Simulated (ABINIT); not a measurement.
**Quasiparticle gap of WS2 (Tungstenite) in ABINIT**

Wanted: ground state, empty states, screening and self-energy for WS2 (Tungstenite).

Main program and level: ABINIT 10.8.3; PBE and many-body steps on it, plane waves.

Report form: the programs' logs are mostly left out.

## 1. Starting point

The structure is hexagonal, space group P6_3/mmc (No. 194). The conventional cell has a = 3.153 Å, b = 3.153 Å, c = 12.323 Å, α = 90.00°, β = 90.00°, γ = 120.00°. W has 6 S at 2.40 Å nearest. Nearest to S lie 3 W at 2.40 Å. Farther neighbours and most contacts between anions are not listed.

The cell and positions come from the Crystallography Open Database and are kept as given unless a step says otherwise. Spin-orbit coupling is left out unless a step names it.

## 2. Ground state

This step: ABINIT 10.8.3; DFT, PBE, plane waves, norm-conserving pseudopotentials.

The ground-state density comes first.

File run.abi:

```
acell 3*1.0 Angstrom
rprim 
  3.153199999992 0.000000000002 0.000000000000
  -1.576599999998 2.730751303206 0.000000000000
  0.000000000000 0.000000000000 12.323000000000
ntypat 2
znucl 74 16
natom 6
typat 1 1 2 2 2 2
xred 
  0.333333333333 0.666666666667 0.250000000000
  0.666666666667 0.333333333333 0.750000000000
  0.333333333333 0.666666666667 0.622500000000
  0.666666666667 0.333333333333 0.122500000000
  0.333333333333 0.666666666667 0.877500000000
  0.666666666667 0.333333333333 0.377500000000
pp_dirpath "pseudos"
pseudos "W.upf, S.upf"
ecut 31
ngkpt 6 6 2
nshiftk 1
shiftk 0 0 0
kptopt 1
chksymbreak 0
nband 33
occopt 1
tolvrs 1e-10
nstep 60
prtwf 0
optforces 0
optstress 0
indata_prefix "in"
outdata_prefix "out"
tmpdata_prefix "tmp"
```

Launch:

```bash
$ OMP_NUM_THREADS=1 mpirun -n 8 abinit run.abi > log
```

The job ended after 26 s (8 MPI ranks of Arm Neoverse V1, shared host; peak memory 0.67 GiB; 3.5 min of CPU time).

Numbers from this step:

```yaml
total_energy: -5334.2369 eV
gap: 0.9807 eV
k_of_the_valence_top: 0, 0, 0
k_of_the_conduction_bottom: 0.1667, 0.1667, 0
least_direct_gap: 1.837 eV
```

The gap is indirect, with the least direct gap 0.86 eV higher.

## 3. Empty states on the mesh, 6×6×1 mesh, 232 bands

The sums over transitions need many empty states on a uniform mesh; this step solves for them.

run.abi: that of step 2 with these lines changed.

```diff
@@ -19,3 +19,3 @@
 ecut 31
-ngkpt 6 6 2
+ngkpt 6 6 1
 nshiftk 1
@@ -24,9 +24,10 @@
 chksymbreak 0
-nband 33
+irdden 1
+istwfk *1
+nband 232
+prtvol 0
+optdriver 6
+gwr_task "HDIAGO"
+paral_kgb 0
 occopt 1
-tolvrs 1e-10
-nstep 60
-prtwf 0
-optforces 0
-optstress 0
 indata_prefix "in"
```

Run time: 2.4 min. Hardware: 8 MPI ranks; peak memory 14 GiB; 19 min of CPU time.

Numbers from this step:

* gap: 0.9806 eV
* k of the valence top: 0, 0, 0
* k of the conduction bottom: 0.1667, 0.1667, 0
* least direct gap: 1.837 eV
* k points computed: 7
* lowest point of the top converged band, above the valence top: 73.4007 eV

On this mesh the gap is 0.981 eV.

## 4. Screening, 6×6×1 mesh, 224 bands, screening to 130.6 eV

The RPA dielectric matrix is built and inverted for each q.

This step: RPA screening on PBE, plane waves, norm-conserving pseudopotentials.

run.abi: that of step 3 with these lines changed.

```diff
@@ -24,10 +24,11 @@
 chksymbreak 0
-irdden 1
 istwfk *1
-nband 232
-prtvol 0
-optdriver 6
-gwr_task "HDIAGO"
-paral_kgb 0
 occopt 1
+irdwfk 1
+optdriver 3
+nband 224
+ecuteps 4.8
+inclvkb 2
+awtr 1
+symchi 1
 indata_prefix "in"
```

The job ended after 1.8 min (8 MPI ranks; peak memory 3 GiB).

Numbers from this step:

| Quantity | Value |
| --- | --- |
| ε∞ with local fields, on this mesh, along the program's q direction | 13.57 |
| the same without local fields | 15.08 |
| plasma frequency | 25.99 eV |
| plane waves in the screening matrix | 341 |

Local fields lower ε∞ by 10 %. On a Γ-centred mesh this coarse the value itself is usually too large, while a short band sum pulls it down.

## 5. Self-energy, 6×6×1 mesh, 224 bands, screening to 130.6 eV

The self-energy is evaluated for the states that the input lists, and the levels follow from it, in one-shot runs by the linearised quasiparticle equation.

This step: G0W0 on PBE, plane waves, norm-conserving pseudopotentials.

run.abi: that of step 4 with these lines changed.

```diff
@@ -27,8 +27,19 @@
 irdwfk 1
-optdriver 3
+optdriver 4
 nband 224
+gwcalctyp 0
+ecutsigx 31
+symsigma 1
+nkptgw 3
+kptgw 
+  0.0000000000 0.0000000000 0.0000000000
+  0.1666666667 0.1666666667 0.0000000000
+  0.3333333333 0.3333333333 0.0000000000
+bdgw 
+  25 28
+  25 28
+  25 28
 ecuteps 4.8
-inclvkb 2
-awtr 1
-symchi 1
+irdscr 1
+ppmodel 1
 indata_prefix "in"
```

The job ended after 30 s (8 MPI ranks; peak memory 2.1 GiB).

Numbers from this step:

| Item | Value |
| --- | --- |
| G0W0 gap on the points computed | 1.297 eV |
| starting gap on the mesh | 0.9806 eV |
| k of the valence top | 0, 0, 0 |
| k of the conduction bottom | 0.1667, 0.1667, 0 |
| Z at the valence top | 0.786 |
| Z at the conduction bottom | 0.795 |
| least direct G0W0 gap on the computed points | 2.408 eV |

The gap on the mesh goes from 0.98 eV to 1.30 eV, a correction of +0.32 eV.

Limits: finite bands, cutoff and mesh; no spin-orbit coupling; coarse k mesh. v1 is the top filled band, c1 the lowest empty one. The levels before and after the correction (eV, zero at the valence-band top of each column):

```
           conduction bottom  valence top
Kohn-Sham               0.98         0.00
     G0W0               1.30         0.00
```

```
                        level  energy (eV)
Kohn-Sham                Γ v2       -1.221
Kohn-Sham                Γ v1        0.000
Kohn-Sham             Γ c1-c2        2.311
Kohn-Sham  (0.167 0.167 0) v2       -1.533
Kohn-Sham  (0.167 0.167 0) v1       -1.505
Kohn-Sham  (0.167 0.167 0) c1        0.981
Kohn-Sham  (0.167 0.167 0) c2        1.834
     G0W0                Γ v2       -1.315
     G0W0                Γ v1        0.000
     G0W0             Γ c1-c2        2.749
     G0W0  (0.167 0.167 0) v2       -1.608
     G0W0  (0.167 0.167 0) v1       -1.549
     G0W0  (0.167 0.167 0) c1        1.297
     G0W0  (0.167 0.167 0) c2        2.289
```

## 6. Where the time went

Times are wall times on 8 MPI ranks of Arm Neoverse V1, shared host, good to a factor of about two.

```
                    step     time  share  memory (GiB)
            ground state     26 s    9 %          0.67
empty states on the mesh  2.4 min   46 %            14
               screening  1.8 min   36 %           3.0
             self-energy     30 s   10 %           2.1
```

## 7. Outcome

| Item | Value |
| --- | --- |
| PBE gap | 0.98 eV, indirect |
| G0W0 gap on the mesh | 1.30 eV |
| GW settings | 6×6×1 mesh, 224 bands, screening to 130.6 eV, Godby-Needs plasmon pole |
| known limits | not at the basis limit; no spin-orbit coupling; coarse k mesh |

In words: G0W0 moves the gap on the mesh from 0.98 eV to 1.30 eV (+0.32 eV), with Z of 0.79 and 0.80 at the edges. Local fields lower the RPA ε∞ on this mesh from 15.08 to 13.57; a Γ-centred mesh this coarse tends to raise both, most where the direct gap is narrow, while a short band sum lowers them. Only 3 of the mesh's irreducible points were corrected, so a valley elsewhere could overtake. Bands and cutoff are finite, so the gap is not at the basis limit. The miss can reach some tenths of an eV and take either sign; the mesh is an error of its own. In the G0W0 run levels were corrected at 3 k points alone, so a gap called «on the mesh» is the least over those, and an edge elsewhere would be missed. The 6×6×1 mesh is coarse for this cell, which bears on the long-range parts of exchange and screening. The many-body steps are scalar-relativistic: spin-orbit coupling is not in them.

[Paths, hosts, dates, memory and timing lines, banners, echoed tables and standing remarks are left out of the program output.]

[Logs are printed without paths, hosts, clocks, repeated set-up lines and the standing remarks that a program may print on its own settings, such as how far it seeks lower states.]

[Runs of the session that timed out or met a known fault of the program may be left out.]

[Hosts, paths, dates, database ids (printed as entryN), source tags and the programs' standing remarks are cut or masked in the printed files.]

[G0W0 gaps are taken among the corrected bands and points alone; a level outside them can change the order at an edge.]

[Where Ansatz stands beside ABINIT at settings called matched, ABINIT's density can come from a denser mesh and the files from another edition; pairs whose starting gaps differed by over 0.03 eV were left out, so agreement reads better than it is.]
